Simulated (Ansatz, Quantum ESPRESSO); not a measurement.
# Complex bands of KBr, rock salt type, lattice constant set to 6.834 Å, part 2 of 3

Wanted: the complex band structure of KBr, rock salt type, lattice constant set to 6.834 Å, as for a tunnel barrier.

Quantum ESPRESSO 7.5; plane-wave DFT, PBE, GBRV ultrasoft pseudopotentials; cross-check by Ansatz 0.2.0 with PAW datasets.

So far. Step 2 (Self-consistent run): The run needed 11 iterations to bring the estimated error under 1e-09 Ry.

**3. Complex band structure**

Level of this step: complex band structure by pwcond; plane-wave DFT, PBE, GBRV ultrasoft pseudopotentials (Quantum ESPRESSO).

ikind = 0 solves one period of the crystal for all kz, real and complex, at each energy and k across. ewind and epsproj trim the two-dimensional plane-wave basis; nz1 sets the subslabs.

cbs.in reads:

```
&inputcond
  outdir = './out'
  prefixl = 'scf'
  band_file = 'cbs'
  ikind = 0
  ewind = 4.0
  epsproj = 1e-05
  nz1 = 7
  energy0 = 6.9
  denergy = -0.23
/
4
  0.00000000 0.00000000 1.00000000
  0.50000000 0.00000000 1.00000000
  0.50000000 0.50000000 1.00000000
  0.25000000 0.00000000 1.00000000
40
```

On the command line:

```sh
$ OMP_NUM_THREADS=1 mpirun -n 2 pwcond.x -in cbs.in > cbs.out
```

Log:

```text
[banner, memory and clock lines left out]
Program PWCOND v.7.5 starts

          URL

     ./out/scf.save/

     IMPORTANT: XC functional enforced from input :
     Exchange-correlation= PBE
                           (   1   4   3   4   0   0   0)
     Any further DFT definition will be discarded
     Please, verify this is what you really want

     Reading collected, re-writing distributed wavefunctions

===== INPUT FILE containing the left lead =====

     GEOMETRY:

     lattice parameter (alat)  =       9.1319  a.u.
     the volume                =    1076.9401 (a.u.)^3
     the cross section         =      83.3907 (a.u.)^2
     l of the unit cell        =       1.4142 (alat)
     number of atoms/cell      =            4
     number of atomic types    =            2

     crystal axes: (cart. coord. in units of alat)
               a(1) = (  1.0000  0.0000  0.0000 )
               a(2) = (  0.0000  1.0000  0.0000 )
               a(3) = (  0.0000  0.0000  1.4142 )

   Cartesian axes

     site n.     atom                  positions (alat units)
          1        K      tau(  1)=(  0.0000  0.0000  1.4142  )
          2        Br     tau(  2)=(  0.5000  0.5000  1.4142  )
          3        K      tau(  3)=(  0.5000  0.5000  0.7071  )
          4        Br     tau(  4)=(  0.0000  0.0000  0.7071  )

     nr1s                      =           40
     nr2s                      =           40
     nr3s                      =           54
     nr1sx                     =           40
     nr2sx                     =           40
     nr3sx                     =           54
     nr1                       =           45
     nr2                       =           45
     nr3                       =           60
     nr1x                      =           45
     nr2x                      =           45
     nr3x                      =           60

 _______________________________
  Radii of nonlocal spheres:

     type       ibeta     ang. mom.          radius (alat units)
       K          1         0                    0.2217
       K          2         0                    0.2217
       K          3         1                    0.2217
       K          4         1                    0.2217
       K          5         2                    0.2217
       K          6         2                    0.2217
       Br         1         0                    0.2203
       Br         2         0                    0.2203
       Br         3         1                    0.2203
       Br         4         1                    0.2203
       Br         5         2                    0.2203
       Br         6         2                    0.2203
----- General information -----

----- Complex band structure calculation -----

     nrx                       =           40
     nry                       =           40
     nz1                       =            7

     energy0               =         6.9E+00
     denergy               =        -2.3E-01
     nenergy               =         40
     ecut2d                =         4.0E+01
     ewind                 =         4.0E+00
     epsproj               =         1.0E-05

     number of k_|| points=    4
                       cryst. coord.
        k(    1) = (   0.0000000   0.0000000), wk =   0.2500000
        k(    2) = (   0.5000000   0.0000000), wk =   0.2500000
        k(    3) = (   0.5000000   0.5000000), wk =   0.2500000
        k(    4) = (   0.2500000   0.0000000), wk =   0.2500000
----- Information about left lead -----

     nocros                   =           36
     noins                    =           36
     norb                     =          108
     norbf                    =          108
     nrz                      =           54

      iorb      type   ibeta   ang. mom.   m       position (alat)
        1        1       1        0        1   taunew(   1)=(  0.0000  0.0000  0.0000)
        2        1       2        0        1   taunew(   2)=(  0.0000  0.0000  0.0000)
        3        1       3        1        1   taunew(   3)=(  0.0000  0.0000  0.0000)
        4        1       3        1        2   taunew(   4)=(  0.0000  0.0000  0.0000)
        5        1       3        1        3   taunew(   5)=(  0.0000  0.0000  0.0000)
        6        1       4        1        1   taunew(   6)=(  0.0000  0.0000  0.0000)
        7        1       4        1        2   taunew(   7)=(  0.0000  0.0000  0.0000)
        8        1       4        1        3   taunew(   8)=(  0.0000  0.0000  0.0000)
        9        1       5        2        1   taunew(   9)=(  0.0000  0.0000  0.0000)
       10        1       5        2        2   taunew(  10)=(  0.0000  0.0000  0.0000)
       11        1       5        2        3   taunew(  11)=(  0.0000  0.0000  0.0000)
       12        1       5        2        4   taunew(  12)=(  0.0000  0.0000  0.0000)
       13        1       5        2        5   taunew(  13)=(  0.0000  0.0000  0.0000)
       14        1       6        2        1   taunew(  14)=(  0.0000  0.0000  0.0000)
       15        1       6        2        2   taunew(  15)=(  0.0000  0.0000  0.0000)
       16        1       6        2        3   taunew(  16)=(  0.0000  0.0000  0.0000)
       17        1       6        2        4   taunew(  17)=(  0.0000  0.0000  0.0000)
       18        1       6        2        5   taunew(  18)=(  0.0000  0.0000  0.0000)
       19        2       1        0        1   taunew(  19)=(  0.5000  0.5000  0.0000)
       20        2       2        0        1   taunew(  20)=(  0.5000  0.5000  0.0000)
       21        2       3        1        1   taunew(  21)=(  0.5000  0.5000  0.0000)
       22        2       3        1        2   taunew(  22)=(  0.5000  0.5000  0.0000)
       23        2       3        1        3   taunew(  23)=(  0.5000  0.5000  0.0000)
       24        2       4        1        1   taunew(  24)=(  0.5000  0.5000  0.0000)
       25        2       4        1        2   taunew(  25)=(  0.5000  0.5000  0.0000)
       26        2       4        1        3   taunew(  26)=(  0.5000  0.5000  0.0000)
       27        2       5        2        1   taunew(  27)=(  0.5000  0.5000  0.0000)
       28        2       5        2        2   taunew(  28)=(  0.5000  0.5000  0.0000)
       29        2       5        2        3   taunew(  29)=(  0.5000  0.5000  0.0000)
       30        2       5        2        4   taunew(  30)=(  0.5000  0.5000  0.0000)
       31        2       5        2        5   taunew(  31)=(  0.5000  0.5000  0.0000)
       32        2       6        2        1   taunew(  32)=(  0.5000  0.5000  0.0000)
       33        2       6        2        2   taunew(  33)=(  0.5000  0.5000  0.0000)
       34        2       6        2        3   taunew(  34)=(  0.5000  0.5000  0.0000)
       35        2       6        2        4   taunew(  35)=(  0.5000  0.5000  0.0000)
       36        2       6        2        5   taunew(  36)=(  0.5000  0.5000  0.0000)
       37        1       1        0        1   taunew(  37)=(  0.5000  0.5000  0.7071)
       38        1       2        0        1   taunew(  38)=(  0.5000  0.5000  0.7071)
       39        1       3        1        1   taunew(  39)=(  0.5000  0.5000  0.7071)
       40        1       3        1        2   taunew(  40)=(  0.5000  0.5000  0.7071)
       41        1       3        1        3   taunew(  41)=(  0.5000  0.5000  0.7071)
       42        1       4        1        1   taunew(  42)=(  0.5000  0.5000  0.7071)
       43        1       4        1        2   taunew(  43)=(  0.5000  0.5000  0.7071)
       44        1       4        1        3   taunew(  44)=(  0.5000  0.5000  0.7071)
       45        1       5        2        1   taunew(  45)=(  0.5000  0.5000  0.7071)
       46        1       5        2        2   taunew(  46)=(  0.5000  0.5000  0.7071)
       47        1       5        2        3   taunew(  47)=(  0.5000  0.5000  0.7071)
       48        1       5        2        4   taunew(  48)=(  0.5000  0.5000  0.7071)
       49        1       5        2        5   taunew(  49)=(  0.5000  0.5000  0.7071)
       50        1       6        2        1   taunew(  50)=(  0.5000  0.5000  0.7071)
       51        1       6        2        2   taunew(  51)=(  0.5000  0.5000  0.7071)
       52        1       6        2        3   taunew(  52)=(  0.5000  0.5000  0.7071)
       53        1       6        2        4   taunew(  53)=(  0.5000  0.5000  0.7071)
       54        1       6        2        5   taunew(  54)=(  0.5000  0.5000  0.7071)
       55        2       1        0        1   taunew(  55)=(  0.0000  0.0000  0.7071)
       56        2       2        0        1   taunew(  56)=(  0.0000  0.0000  0.7071)
       57        2       3        1        1   taunew(  57)=(  0.0000  0.0000  0.7071)
       58        2       3        1        2   taunew(  58)=(  0.0000  0.0000  0.7071)
       59        2       3        1        3   taunew(  59)=(  0.0000  0.0000  0.7071)
       60        2       4        1        1   taunew(  60)=(  0.0000  0.0000  0.7071)
       61        2       4        1        2   taunew(  61)=(  0.0000  0.0000  0.7071)
       62        2       4        1        3   taunew(  62)=(  0.0000  0.0000  0.7071)
       63        2       5        2        1   taunew(  63)=(  0.0000  0.0000  0.7071)
       64        2       5        2        2   taunew(  64)=(  0.0000  0.0000  0.7071)
       65        2       5        2        3   taunew(  65)=(  0.0000  0.0000  0.7071)
       66        2       5        2        4   taunew(  66)=(  0.0000  0.0000  0.7071)
       67        2       5        2        5   taunew(  67)=(  0.0000  0.0000  0.7071)
       68        2       6        2        1   taunew(  68)=(  0.0000  0.0000  0.7071)
       69        2       6        2        2   taunew(  69)=(  0.0000  0.0000  0.7071)
       70        2       6        2        3   taunew(  70)=(  0.0000  0.0000  0.7071)
       71        2       6        2        4   taunew(  71)=(  0.0000  0.0000  0.7071)
       72        2       6        2        5   taunew(  72)=(  0.0000  0.0000  0.7071)
       73        1       1        0        1   taunew(  73)=(  0.0000  0.0000  1.4142)
       74        1       2        0        1   taunew(  74)=(  0.0000  0.0000  1.4142)
       75        1       3        1        1   taunew(  75)=(  0.0000  0.0000  1.4142)
       76        1       3        1        2   taunew(  76)=(  0.0000  0.0000  1.4142)
       77        1       3        1        3   taunew(  77)=(  0.0000  0.0000  1.4142)
       78        1       4        1        1   taunew(  78)=(  0.0000  0.0000  1.4142)
       79        1       4        1        2   taunew(  79)=(  0.0000  0.0000  1.4142)
       80        1       4        1        3   taunew(  80)=(  0.0000  0.0000  1.4142)
       81        1       5        2        1   taunew(  81)=(  0.0000  0.0000  1.4142)
       82        1       5        2        2   taunew(  82)=(  0.0000  0.0000  1.4142)
       83        1       5        2        3   taunew(  83)=(  0.0000  0.0000  1.4142)
       84        1       5        2        4   taunew(  84)=(  0.0000  0.0000  1.4142)
       85        1       5        2        5   taunew(  85)=(  0.0000  0.0000  1.4142)
       86        1       6        2        1   taunew(  86)=(  0.0000  0.0000  1.4142)
       87        1       6        2        2   taunew(  87)=(  0.0000  0.0000  1.4142)
       88        1       6        2        3   taunew(  88)=(  0.0000  0.0000  1.4142)
       89        1       6        2        4   taunew(  89)=(  0.0000  0.0000  1.4142)
       90        1       6        2        5   taunew(  90)=(  0.0000  0.0000  1.4142)
       91        2       1        0        1   taunew(  91)=(  0.5000  0.5000  1.4142)
       92        2       2        0        1   taunew(  92)=(  0.5000  0.5000  1.4142)
       93        2       3        1        1   taunew(  93)=(  0.5000  0.5000  1.4142)
       94        2       3        1        2   taunew(  94)=(  0.5000  0.5000  1.4142)
       95        2       3        1        3   taunew(  95)=(  0.5000  0.5000  1.4142)
       96        2       4        1        1   taunew(  96)=(  0.5000  0.5000  1.4142)
       97        2       4        1        2   taunew(  97)=(  0.5000  0.5000  1.4142)
       98        2       4        1        3   taunew(  98)=(  0.5000  0.5000  1.4142)
       99        2       5        2        1   taunew(  99)=(  0.5000  0.5000  1.4142)
      100        2       5        2        2   taunew( 100)=(  0.5000  0.5000  1.4142)
      101        2       5        2        3   taunew( 101)=(  0.5000  0.5000  1.4142)
      102        2       5        2        4   taunew( 102)=(  0.5000  0.5000  1.4142)
      103        2       5        2        5   taunew( 103)=(  0.5000  0.5000  1.4142)
      104        2       6        2        1   taunew( 104)=(  0.5000  0.5000  1.4142)
      105        2       6        2        2   taunew( 105)=(  0.5000  0.5000  1.4142)
      106        2       6        2        3   taunew( 106)=(  0.5000  0.5000  1.4142)
      107        2       6        2        4   taunew( 107)=(  0.5000  0.5000  1.4142)
      108        2       6        2        5   taunew( 108)=(  0.5000  0.5000  1.4142)
 ngper, shell number =          261          38
 ngper, n2d =          261         141
---  E-Ef =    6.9000000  k =    0.0000000   0.0000000
---  ie =          1  ik =          1
 Nchannels of the left tip =            1
 Right moving states:
   k1(2pi/a)   k2(2pi/a)   E-Ef (eV)
  -0.3690638  -0.0000000   6.9000000
 Left moving states:
   k1(2pi/a)   k2(2pi/a)   E-Ef (eV)
   0.3690638   0.0000000   6.9000000

---  E-Ef =    6.6700000  k =    0.0000000   0.0000000
---  ie =          2  ik =          1
 Nchannels of the left tip =            2
 Right moving states:
   k1(2pi/a)   k2(2pi/a)   E-Ef (eV)
  -0.1579170  -0.0000000   6.6700000
  -0.4607401  -0.0000000   6.6700000
 Left moving states:
   k1(2pi/a)   k2(2pi/a)   E-Ef (eV)
   0.1579172  -0.0000000   6.6700000
   0.4607401   0.0000000   6.6700000
[... further energies and points left out ...]
---  E-Ef =   -1.8400000  k =    0.2500000   0.0000000
---  ie =         39  ik =          4
 Nchannels of the left tip =            0
 Right moving states:
   k1(2pi/a)   k2(2pi/a)   E-Ef (eV)
 Left moving states:
   k1(2pi/a)   k2(2pi/a)   E-Ef (eV)

---  E-Ef =   -2.0700000  k =    0.2500000   0.0000000
---  ie =         40  ik =          4
 Nchannels of the left tip =            0
 Right moving states:
   k1(2pi/a)   k2(2pi/a)   E-Ef (eV)
 Left moving states:
   k1(2pi/a)   k2(2pi/a)   E-Ef (eV)

Note: The following floating-point exceptions are signalling: IEEE_UNDERFLOW_FLAG
Note: The following floating-point exceptions are signalling: IEEE_UNDERFLOW_FLAG
```

Elapsed: 4.4 min, on 2 MPI ranks of Arm Neoverse V2, shared host; peak memory 0.17 GiB; 8.9 min of CPU time.

Numbers from this step:

```
peak of the smallest κ at the zone centre : 0.339 Å⁻¹
energy of the peak at the zone centre     : 1.84 eV
peak of the smallest κ at (1/2, 0)        : 0.641 Å⁻¹
peak of the smallest κ at (1/2, 1/2)      : 0.475 Å⁻¹
peak of the smallest κ at (1/4, 0)        : 0.431 Å⁻¹
```

K across = (0, 0) in the cell's reciprocal vectors; values within 0.0025 1/Å of each other count once, columns are sorted by size at each energy, a dash where no further value was kept. The Im kz of the slowest decaying states by energy, zero at the highest filled level of the SCF mesh:

```csv
energy (eV),decay 1 (Å⁻¹),decay 2 (Å⁻¹),decay 3 (Å⁻¹)
-2.07,0.556,1.11,1.49
-1.84,0.527,1.08,1.47
-1.61,0.492,1.05,1.45
-1.38,0.451,1.01,1.43
-1.15,0.397,0.971,1.41
-0.92,0.315,0.921,1.39
-0.69,0.176,0.857,1.37
-0.46,0.386,0.599,0.927
-0.23,0.447,0.996,1.32
0.00,0.017,0.027,0.483
0.46,0.246,0.524,0.536
0.69,0.282,0.537,0.597
0.92,0.306,0.547,0.635
1.15,0.322,0.554,0.661
1.38,0.332,0.559,0.678
1.61,0.338,0.562,0.689
1.84,0.339,0.564,0.696
2.07,0.338,0.564,0.699
2.30,0.332,0.563,0.699
2.53,0.324,0.561,0.697
2.76,0.312,0.558,0.693
2.99,0.296,0.554,0.687
3.22,0.275,0.549,0.679
3.45,0.248,0.543,0.67
3.68,0.211,0.536,0.659
3.91,0.159,0.528,0.647
4.14,0.055,0.52,0.633
4.37,0.51,0.618,0.694
4.83,0.488,0.582,0.589
5.06,0.475,0.528,0.562
5.29,0.458,0.461,0.541
5.52,0.373,0.445,0.517
5.75,0.259,0.428,0.491
5.98,0.409,0.463,0.564
6.21,0.387,0.431,0.533
6.44,0.362,0.396,0.502
6.67,0.331,0.356,0.47
6.90,0.111,0.286,0.309
```

K across = (0, 0) in the cell's reciprocal vectors. Table of Re kz of states that move upwards by energy, zero at the highest filled level of the SCF mesh:

```csv
energy (eV),channel 1 (Å⁻¹),channel 2 (Å⁻¹),channel 3 (Å⁻¹)
-2.07,-,-,-
-1.84,-,-,-
-1.38,-,-,-
-1.15,-,-,-
-0.92,-,-,-
-0.46,-0.363,-,-
-0.23,-0.224,0.184,0.184
0.00,-,-,-
0.46,-,-,-
0.69,-,-,-
0.92,-,-,-
1.38,-,-,-
1.61,-,-,-
1.84,-,-,-
2.30,-,-,-
2.53,-,-,-
2.99,-,-,-
3.22,-,-,-
3.45,-,-,-
3.91,-,-,-
4.14,-,-,-
4.37,0.149,-,-
4.83,0.289,-,-
5.06,0.347,-,-
5.29,0.402,-,-
5.75,-0.409,-,-
5.98,-0.354,0.0821,-
6.21,-0.296,0.288,-
6.67,-0.424,-0.145,-
6.90,-0.339,-,-
```

K across = (1/2, 0) in the cell's reciprocal vectors; values within 0.0025 1/Å of each other count once, columns are sorted by size at each energy, a dash where no further value was kept. Table of Im kz of the slowest decaying states by energy, zero at the highest filled level of the SCF mesh:

```csv
energy (eV),decay 1 (Å⁻¹),decay 2 (Å⁻¹),decay 3 (Å⁻¹)
-2.07,0.516,1.07,1.09
-1.61,0.426,1.02,1.02
-1.15,0.249,0.936,0.946
-0.69,0.135,0.807,0.849
-0.46,0.186,0.684,0.778
0.00,0.562,0.689,1.54
0.46,0.641,0.813,1.49
0.92,0.576,0.775,0.858
1.38,0.572,0.815,0.877
1.84,0.57,0.832,0.883
2.30,0.567,0.838,0.88
2.53,0.565,0.838,0.876
2.99,0.558,0.835,0.864
3.45,0.548,0.83,0.847
3.91,0.536,0.826,0.829
4.37,0.522,0.802,0.878
4.83,0.506,0.773,0.818
5.29,0.49,0.739,0.747
5.52,0.484,0.703,0.721
5.98,0.479,0.587,0.68
6.44,0.476,0.634,0.662
6.90,0.184,0.446,0.579
```

K across = (1/2, 1/2) in the cell's reciprocal vectors; values within 0.0025 1/Å of each other count once, columns are sorted by size at each energy, a dash where no further value was kept. Im kz of the slowest decaying states against energy, zero at the highest filled level of the SCF mesh:

```csv
energy (eV),decay 1 (Å⁻¹),decay 2 (Å⁻¹),decay 3 (Å⁻¹)
-2.07,0.575,1.07,1.76
-1.84,0.549,1.03,1.74
-1.61,0.518,0.994,1.73
-1.38,0.483,0.78,1.11
-1.15,0.439,0.626,1.15
-0.92,0.383,0.439,1.18
-0.69,0.299,1.19,1.65
-0.46,0.097,1.20,1.63
-0.23,0.092,0.105,1.21
0.00,0.276,0.34,1.21
0.46,0.385,0.485,1.22
0.69,0.413,0.521,1.22
0.92,0.433,0.545,1.22
1.15,0.447,0.561,1.22
1.38,0.458,0.571,1.22
1.61,0.465,0.576,1.21
1.84,0.47,0.578,1.21
2.07,0.473,0.577,1.20
2.30,0.475,0.573,1.20
2.53,0.474,0.566,1.19
2.76,0.472,0.558,1.19
2.99,0.469,0.547,1.18
3.22,0.464,0.534,1.17
3.45,0.458,0.519,1.17
3.68,0.451,0.502,1.16
3.91,0.442,0.482,1.15
4.14,0.432,0.46,1.14
4.37,0.421,0.436,1.13
4.83,0.376,0.393,1.09
5.06,0.34,0.376,1.06
5.29,0.297,0.357,1.03
5.52,0.243,0.335,0.994
5.75,0.169,0.31,0.96
5.98,0.281,0.924,1.05
6.21,0.244,0.887,1.03
6.44,0.197,0.849,1.02
6.67,0.127,0.808,1.01
6.90,0.766,0.991,1.13
```

K across = (1/4, 0) in the cell's reciprocal vectors; values within 0.0025 1/Å of each other count once, columns are sorted by size at each energy, a dash where no further value was kept. Table of Im kz of the slowest decaying states by energy, zero at the highest filled level of the SCF mesh:

```csv
energy (eV),decay 1 (Å⁻¹),decay 2 (Å⁻¹),decay 3 (Å⁻¹)
-2.07,0.538,1.09,1.10
-1.84,0.504,1.07,1.55
-1.38,0.412,0.997,1.00
-1.15,0.342,0.954,0.962
-0.92,0.223,0.901,0.917
-0.46,0.726,0.804,1.42
-0.23,0.196,0.684,0.839
0.00,0.289,0.359,0.587
0.46,0.372,0.567,0.624
0.69,0.392,0.57,0.622
0.92,0.406,0.573,0.656
1.38,0.424,0.578,0.695
1.61,0.429,0.579,0.704
1.84,0.431,0.579,0.709
2.30,0.428,0.576,0.71
2.53,0.423,0.573,0.707
2.99,0.407,0.565,0.693
3.22,0.396,0.56,0.684
3.45,0.381,0.554,0.673
3.91,0.342,0.539,0.645
4.14,0.314,0.53,0.629
4.37,0.279,0.521,0.611
4.83,0.158,0.499,0.57
5.06,0.486,0.547,0.617
5.29,0.473,0.522,0.597
5.75,0.442,0.467,0.551
5.98,0.424,0.437,0.511
6.21,0.403,0.414,0.496
6.67,0.114,0.321,0.36
6.90,0.115,0.264,0.334
```

[end of part 2 of 3]

[Logs are printed without paths, hosts, clocks, repeated set-up lines and the standing remarks that a program may print on its own settings, such as how far it seeks lower states.]

[Hosts, paths, dates, database ids (printed as entryN), source tags and the programs' standing remarks are cut or masked in the printed files.]

[Maps of the electrostatic potential energy from Ansatz leave out the sawtooth potential of an applied field or a dipole correction, so their vacuum need not be flat; planar profiles and work functions include it.]
